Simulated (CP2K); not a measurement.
Consider ethanol at its PBE geometry (Å).

```xyz
9

C    -0.8763    0.2191    0.1914
C     0.3942   -0.3493   -0.4260
O     1.5752    0.3867   -0.0497
H    -1.7587   -0.3503   -0.1354
H    -1.0112    1.2691   -0.1000
H    -0.8363    0.1688    1.2900
H     0.5108   -1.4169   -0.1691
H     0.3590   -0.2792   -1.5214
H     1.6433    0.3519    0.9202
```

Method: CP2K XAS_TDP, all-electron GAPW, PBEh(45%), aug-cc-pVDZ, TDA, GW2X-corrected core level, no relativity.

Where do the C K-edge lines lie, and how strong are they?

Leading lines: C1 289.99 eV and C2 291.30 eV. The leading line of an atom is its first one with 35 % of the strongest within 2.5 eV of its lowest line over the strength cut. Core ionisation energies at this level: C1 292.20 and C2 293.62 eV.

The first six lines of each atom with a strength over 0.0015:

```tsv
atom	energy (eV)	states	strength, one atom	above the computed threshold
C1 (bonded to C and 3 H)	289.99	1	0.0067	
	290.69	1	0.0176	
	290.94	1	0.0154	
	291.19	1	0.0032	
	291.70	1	0.0060	
	292.06	1	0.0051	
C2 (bonded to C, O and 2 H)	291.30	1	0.0195	
	292.10	1	0.0110	
	292.19	1	0.0239	
	292.53	1	0.0046	
	293.21	1	0.0097	
	293.54	1	0.0038
```

Lines are vertical, at one geometry, with no vibrational structure. GW2X ionisation energies and lines can be off by 1 to 2 eV either way, and a good line position may hide errors that cancel. These values hold no scalar relativity, about 0.1 eV for C 1s. Rydberg lines, and the discretised continuum above threshold, depend on the basis and the box.

[Banner, clock and machine lines of the logs are left out without a mark of their own.]

[Logs are printed without paths, hosts, clocks, repeated set-up lines and the standing remarks that a program may print on its own settings, such as how far it seeks lower states.]

[Hosts, paths, dates, database ids (printed as entryN), source tags and the programs' standing remarks are cut or masked in the printed files.]
